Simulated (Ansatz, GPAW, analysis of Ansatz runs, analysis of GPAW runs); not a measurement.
# Substitutional B in diamond: charge-transition level, PBE (GPAW), part 3 of 4

Aim: the charge-transition level of substitutional B in diamond, to be set beside the measurement. Set-up: PBE, plane waves 500 eV, 64-site cell, PBE lattice, k: the zone centre alone then 2x2x2 shifted, symmetric start, start relaxed with Ansatz. The model is a cell of 64 host atoms with 1 C taken out and 1 B put in. The level is the Fermi energy at which two charge states have equal formation energy, after a correction for the images of the charge. Another start tests whether the structure found is the lowest.

GPAW 26.7.0; PBE, plane waves 500 eV, 64-site cell, PBE lattice, k: the zone centre alone then 2x2x2 shifted, symmetric start, start relaxed with Ansatz.

So far: The starting structure; Relaxation, charge 0; Single point, charge 0.

## Step 4: Relaxation, charge −1

Level of this step: GPAW plane-wave PAW DFT, PBE; relaxation of all atoms of a defect supercell (GPAW).

Contents of run.py:

```python
import numpy as np
from ase.io import read, write
from ase.parallel import parprint, world
from gpaw import GPAW, PW
from ase.optimize import BFGS

atoms = read('POSCAR')
calc = GPAW(mode=PW(500),
            xc='PBE',
            kpts={'size': (1, 1, 1), 'gamma': True},
            charge=-1,
            occupations={'name': 'fermi-dirac', 'width': 0.01},
            nbands=136,
            convergence={'density': 1e-05, 'forces': 0.001},
            maxiter=150,
            symmetry='off',
            txt='gpaw.txt')
atoms.calc = calc
opt = BFGS(atoms, trajectory='relax.traj', logfile='-')
done = opt.run(fmax=0.02, steps=80)
parprint('Converged:', done)
energy = atoms.get_potential_energy()
forces = atoms.get_forces()
parprint(f'Energy: {energy:.6f} eV, largest force {np.linalg.norm(forces, axis=1).max():.4f} eV/A')
calc.write('gs.gpw')
write('final.xyz', atoms)
for s in range(calc.get_number_of_spins()):
    parprint('Levels (eV), spin', s, calc.get_eigenvalues(kpt=0, spin=s)[-16:].round(3))
```

Contents of POSCAR:

```
C  B  C 
 1.0000000000000000
     7.1439157092080041   -0.0000000000000009   -0.0000000000000000
     0.0000000000000004    7.1439157092080050   -0.0000000000000000
    -0.0000000000000004   -0.0000000000000018    7.1439157092080032
 C   B   C  
   7   1  56
Direct
 -0.0006357870024466 -0.0006357870024466  0.2503913509802883
 -0.0006357870024466  0.2503913509802883 -0.0006357870024466
[... 1 atom line left out ...]
  0.2467999825065607  0.2467999825065607  0.2467999825065607
[... 1 atom line left out ...]
  0.1243772749111286  0.3735547422737361  0.1243772749111286
  0.3735547422737360  0.1243772749111286  0.1243772749111286
  0.3750000000000000  0.3750000000000000  0.3750000000000000
[... 5 atom lines left out ...]
  0.1243772749111286  0.3764452577262640  0.6256227250888714
[... 12 atom lines left out ...]
  0.2467999825065607  0.5032000174934393  0.5032000174934393
[... 3 atom lines left out ...]
  0.3735547422737360  0.6256227250888714  0.6256227250888714
[... 5 atom lines left out ...]
  0.6256227250888714  0.1243772749111286  0.3764452577262640
  0.6256227250888714  0.3764452577262640  0.1243772749111286
[... 3 atom lines left out ...]
  0.5032000174934393  0.2467999825065607  0.5032000174934393
[... 3 atom lines left out ...]
  0.6256227250888714  0.3735547422737361  0.6256227250888714
[... 2 atom lines left out ...]
  0.5032000174934393  0.5032000174934393  0.2467999825065607
[... 14 atom lines left out ...]
  0.8750000000000000  0.8750000000000001  0.8750000000000000
```

The run is started by

```bash
$ OMP_NUM_THREADS=1 mpirun -n 4 gpaw python run.py > stdout
```

What it wrote:

```text
__  _  _
 | _ |_)|_||  |
 |__||  | ||/\| - 26.7.0

Input parameters:
  mode=PW(ecut=500.0),
  charge=-1,
  convergence={'density': 1e-05, 'forces': 0.001},
  kpts=MonkhorstPack(size=(1, 1, 1), gamma=True),
  maxiter=150,
  nbands=136,
  occupations=Occupations(name='fermi-dirac', width=0.01),
  symmetry=Symmetry(point_group=False, time_reversal=False),
  xc=XC(name='PBE')

Diagonalizing LCAO Hamiltonian
Converting LCAO to pw mode

                 C        C
            C  C     C C
         C   C C  C   C C
          C C   C C  C   C
       C  CC    CC CC     C
            CCC      CCC
        C    C B C    CCC
         CCC      C C
          C C   C  C C   C
       C   C  C C   C C
        C     C  C     C
           C        C

Atoms  # Å, Bohr magnetons
|    | symbol |         x |         y |         z |    initial magnetic moments |
|----|--------|-----------|-----------|-----------|-----------------------------|
|  0 |      C | -0.004542 | -0.004542 |  1.788775 | ( 0.0000,  0.0000,  0.0000) |
|  1 |      C | -0.004542 |  1.788775 | -0.004542 | ( 0.0000,  0.0000,  0.0000) |
|  2 |      C |  1.788775 | -0.004542 | -0.004542 | ( 0.0000,  0.0000,  0.0000) |
|  3 |      C |  1.763118 |  1.763118 |  1.763118 | ( 0.0000,  0.0000,  0.0000) |
|  4 |      C |  0.888541 |  0.888541 |  2.668644 | ( 0.0000,  0.0000,  0.0000) |
|  5 |      C |  0.888541 |  2.668644 |  0.888541 | ( 0.0000,  0.0000,  0.0000) |
|  6 |      C |  2.668644 |  0.888541 |  0.888541 | ( 0.0000,  0.0000,  0.0000) |
|  7 |      B |  2.678968 |  2.678968 |  2.678968 | ( 0.0000,  0.0000,  0.0000) |
|  8 |      C |  0.001091 |  0.001091 |  5.356846 | ( 0.0000,  0.0000,  0.0000) |
|  9 |      C |  0.002182 |  1.787236 |  3.570701 | ( 0.0000,  0.0000,  0.0000) |
| 10 |      C |  1.787236 |  0.002182 |  3.570701 | ( 0.0000,  0.0000,  0.0000) |
| 11 |      C |  1.787236 |  1.787236 |  5.355755 | ( 0.0000,  0.0000,  0.0000) |
| 12 |      C |  0.893574 |  0.893574 |  6.249352 | ( 0.0000,  0.0000,  0.0000) |
| 13 |      C |  0.888541 |  2.689293 |  4.469396 | ( 0.0000,  0.0000,  0.0000) |
| 14 |      C |  2.689293 |  0.888541 |  4.469396 | ( 0.0000,  0.0000,  0.0000) |
| 15 |      C |  2.678968 |  2.678968 |  6.250926 | ( 0.0000,  0.0000,  0.0000) |
| 16 |      C |  0.002182 |  3.570701 |  1.787236 | ( 0.0000,  0.0000,  0.0000) |
[...]
| 56 |      C |  3.570701 |  3.570701 |  5.355755 | ( 0.0000,  0.0000,  0.0000) |
| 57 |      C |  3.570701 |  5.355755 |  3.570701 | ( 0.0000,  0.0000,  0.0000) |
| 58 |      C |  5.355755 |  3.570701 |  3.570701 | ( 0.0000,  0.0000,  0.0000) |
| 59 |      C |  5.356846 |  5.356846 |  5.356846 | ( 0.0000,  0.0000,  0.0000) |
| 60 |      C |  4.464362 |  4.464362 |  6.249352 | ( 0.0000,  0.0000,  0.0000) |
| 61 |      C |  4.464362 |  6.249352 |  4.464362 | ( 0.0000,  0.0000,  0.0000) |
| 62 |      C |  6.249352 |  4.464362 |  4.464362 | ( 0.0000,  0.0000,  0.0000) |
| 63 |      C |  6.250926 |  6.250926 |  6.250926 | ( 0.0000,  0.0000,  0.0000) |

Unit cell  # Å
| periodic |         x |         y |         z |  lengths |    angles |
|----------|-----------|-----------|-----------|----------|-----------|
|      yes |  7.143916 | -0.000000 | -0.000000 | 7.143916 | 90.000000 |
|      yes |  0.000000 |  7.143916 | -0.000000 | 7.143916 | 90.000000 |
|      yes | -0.000000 | -0.000000 |  7.143916 | 7.143916 | 90.000000 |

Number of symmetries: 1
Symmetry operations  # r_c * U_cc + t_c -> r_c
|   | kind |            matrix            |
|---|------|------------------------------|
| 0 |  E   |  1, 0, 0,  0, 1, 0,  0, 0, 1 |

BZ-sampling:
  Number of BZ points: 1
  Number of IBZ points: 1

  Monkhorst-Pack size: [1, 1, 1]
  Monkhorst-Pack shift: [0, 0, 0]

K-points  # in reciprocal-cell coordinates
|   |                                coordinates |     weight |
|---|--------------------------------------------|------------|
| 0 | (  0.00000000,   0.00000000,   0.00000000) | 1.00000000 |

Plane wave coefficients: 4586
Cutoff: 500.0 eV

Spin-components: 1 (collinear spins)
Bands:           136
Projectors:      320
Spin-degeneracy: 2
Datatype:        float64

Density:
  Valence electrons: 255.0
  Components: 1
  Grid points: [40 40 40]
  Charge: -1.0  # |e|

Potential:
  Grid points: [40 40 40]

species:
  C:
    name:    Carbon
    Z:       6.0
    valence: 4
    core:    2
    charge:  0.0  # [|e|]
    compensation charges:
      type: gauss
      rc: 0.20  # [Å]
      lmax: 2
    cutoffs:
      filter: 1.14  # [Å]
      core: 1.14  # [Å]
    projectors
    | kind |    occ | energy [eV] | rcut [Å] |
    |------|--------|-------------|----------|
    |   2s |  2.000 |     -13.751 |    0.635 |
    |   2p |  2.000 |      -5.284 |    0.635 |
    |    s |        |      13.461 |    0.635 |
    |    p |        |      21.927 |    0.635 |
    |    d |        |       0.000 |    0.635 |

    Using partial waves for C as LCAO basis

  B:
    name:    Boron
    Z:       5.0
    valence: 3
    core:    2
    charge:  0.0  # [|e|]
    compensation charges:
      type: gauss
      rc: 0.20  # [Å]
      lmax: 2
    cutoffs:
      filter: 1.14  # [Å]
      core: 1.38  # [Å]
    projectors
    | kind |    occ | energy [eV] | rcut [Å] |
    |------|--------|-------------|----------|
    |   2s |  2.000 |      -9.443 |    0.635 |
    |   2p |  1.000 |      -3.606 |    0.635 |
    |    s |        |      17.768 |    0.635 |
    |    p |        |      23.605 |    0.635 |
    |    d |        |       0.000 |    0.635 |

    Using partial waves for B as LCAO basis

Reference energy: -65410.060842  # eV

eigensolver:
  PPCG
  Converge bands: occupied
  niter=2

density mixing:
  MSR1-Mixer
  Pratt-step length: 0.05
  Maximum mixing coefficient: 0.75
  Old densities: 10
  SVD Regularization: 0.005
  Good broyden scale: 1.0
  Trust region scale: 1.0
  Backstep threshold: 4.0
  History deletion threshold: 6.0
  Fourier metric: weight=20.0, sigma=0.015

occupation numbers:
  Fermi-Dirac:
    width: 0.0100  # eV

poisson solver:
  ecut: 4000.0  # eV
  uniform background charge: -1.0  # electrons

xc functional:
  name: PBE with 2 nearest neighbor stencil

Initialization done in: 4.604 s

convergence criteria:
- Maximum integral of absolute [dens]ity change: 1e-05 electrons / valence electron
- Maximum change in the atomic [forces] across last 2 cycles: 0.001 eV/Ang OR
Maximum error relative to the maximum force is below inf
- Maximum [total energy] change in last 3 cyles: 0.0005 eV / valence electron
- Maximum integral of absolute [eigenst]ate change: 4e-08 eV^2 / valence electron
maximum number of iterations: 150

SCF iterations
|iter     | |      energy | eigst |  dens |force |
|---------|-|-------------|-------|-------|------|
|iter:   1| | -577.646633 | +0.10 |       |      |
|iter:   2| | -575.176016 | -2.07 | -0.79 |      |
|iter:   3| | -560.252759 | -1.24 | -0.82 |      |
|iter:   4| | -560.047468 | -2.19 | -1.48 |      |
|iter:   5| | -560.051375 | -2.99 | -2.29 |      |
|iter:   6| | -560.047069c| -3.65 | -2.61 |      |
|iter:   7| | -560.047250c| -5.11 | -3.17 |      |
|iter:   8| | -560.047262c| -6.58 | -3.87 |      |
|iter:   9| | -560.047264c| -7.32 | -4.31 |      |
|iter:  10| | -560.047265c| -7.88c| -4.69 |      |
|iter:  11| | -560.047265c| -8.16c| -5.20c|      |
|iter:  12| | -560.047265c| -8.68c| -5.74c|-3.78c|

Converged in 12 steps
SCF loop duration: 12.538 s (1.045 s/step)
Energy contributions relative to reference atoms: (reference = -65410.060842)

Energy contributions:
  Kinetic:         576.335324
  Coulomb:        -508.558240
  Zero:              0.701521
  External:          0.000000
  Xc:             -628.525871
  Entropy:          -0.000000
  Spinorbit:         0.000000
  ----------------------------
  Free energy:    -560.047265
  Extrapolated:   -560.047265

dipole moment: (-3.712847, -3.712837, -3.712889)  # |e|*Ang

Fermi level: 13.808
Eigenvalues  # (at kpt = [0.000, 0.000, 0.000])
| band index |      eig [eV] | occ [0-2] |
|------------|---------------|-----------|
|          0 |        -9.448 |     2.000 |
|        ... |               |           |
|        120 |         9.270 |     2.000 |
|        121 |         9.270 |     2.000 |
|        122 |        10.272 |     2.000 |
|        123 |        10.272 |     2.000 |
|        124 |        10.272 |     2.000 |
|        125 |        12.206 |     2.000 |
|        126 |        12.206 |     2.000 |
|        127 |        12.206 |     2.000 |
|        128 |        16.339 |     0.000 |
|        129 |        16.339 |     0.000 |
|        130 |        16.416 |     0.000 |
|        131 |        16.416 |     0.000 |
|        132 |        16.422 |     0.000 |
|        133 |        16.509 |     0.000 |
|        134 |        17.026 |     0.000 |
|        135 |        17.047 |     0.000 |

Gap: 4.133 eV
Transition (v -> c):
  (s=0, k=0, n=127, [0.00, 0.00, 0.00]) -> (s=0, k=0, n=128, [0.00, 0.00, 0.00])
No difference between direct/indirect transitions

Forces  # eV/Ang
|        x |        y |        z |
|----------|----------|----------|
| -0.00000 |  0.00002 |  0.00011 |  # C    0
| -0.00000 |  0.00016 | -0.00005 |  # C    1
|  0.00015 |  0.00002 | -0.00005 |  # C    2
|  0.00455 |  0.00458 |  0.00449 |  # C    3
|  0.00091 |  0.00094 |  0.00033 |  # C    4
|  0.00093 |  0.00034 |  0.00085 |  # C    5
|  0.00032 |  0.00095 |  0.00086 |  # C    6
| -0.00000 |  0.00000 | -0.00000 |  # B    7
|  0.00086 |  0.00087 | -0.00082 |  # C    8
|  0.00010 | -0.00021 |  0.00026 |  # C    9
| -0.00022 |  0.00011 |  0.00025 |  # C   10
| -0.00022 | -0.00020 | -0.00005 |  # C   11
| -0.00050 | -0.00048 | -0.00198 |  # C   12
|  0.00093 | -0.00031 | -0.00085 |  # C   13
| -0.00033 |  0.00095 | -0.00086 |  # C   14
| -0.00000 |  0.00000 |  0.00000 |  # C   15
[...]
|  0.00021 |  0.00020 | -0.00005 |  # C   56
|  0.00023 | -0.00012 |  0.00026 |  # C   57
| -0.00010 |  0.00021 |  0.00025 |  # C   58
| -0.00086 | -0.00087 | -0.00083 |  # C   59
|  0.00050 |  0.00048 | -0.00198 |  # C   60
|  0.00050 | -0.00198 |  0.00055 |  # C   61
| -0.00198 |  0.00048 |  0.00055 |  # C   62
|  0.00000 | -0.00001 |  0.00000 |  # C   63

# Writing to gs.gpw (mode='')
```

It took 20 s on 4 MPI ranks of Arm Neoverse V1, shared host; peak memory 1.1 GiB; 78 s of CPU time.

Hardly anything moved in the relaxation; the energy changed by under 0.2 meV an atom.

Neighbours of B8 at the end:

```csv
atom,distance (Å)
C4,1.586
C27,1.586
C42,1.586
C49,1.586
C14,2.532
C7,2.532
C5,2.532
C31,2.532
C46,2.532
C37,2.532
C53,2.532
C38,2.532
C6,2.532
C21,2.532
C23,2.532
C15,2.532
```

[end of part 3 of 4]

[Logs are printed without paths, hosts, clocks, repeated set-up lines and the standing remarks that a program may print on its own settings, such as how far it seeks lower states.]

[Hosts, paths, dates, database ids (printed as entryN), source tags and the programs' standing remarks are cut or masked in the printed files.]

[For some hosts the program warned that the k-mesh of the response run may be too coarse for force constants and the static dielectric constant; such warnings are not shown here.]
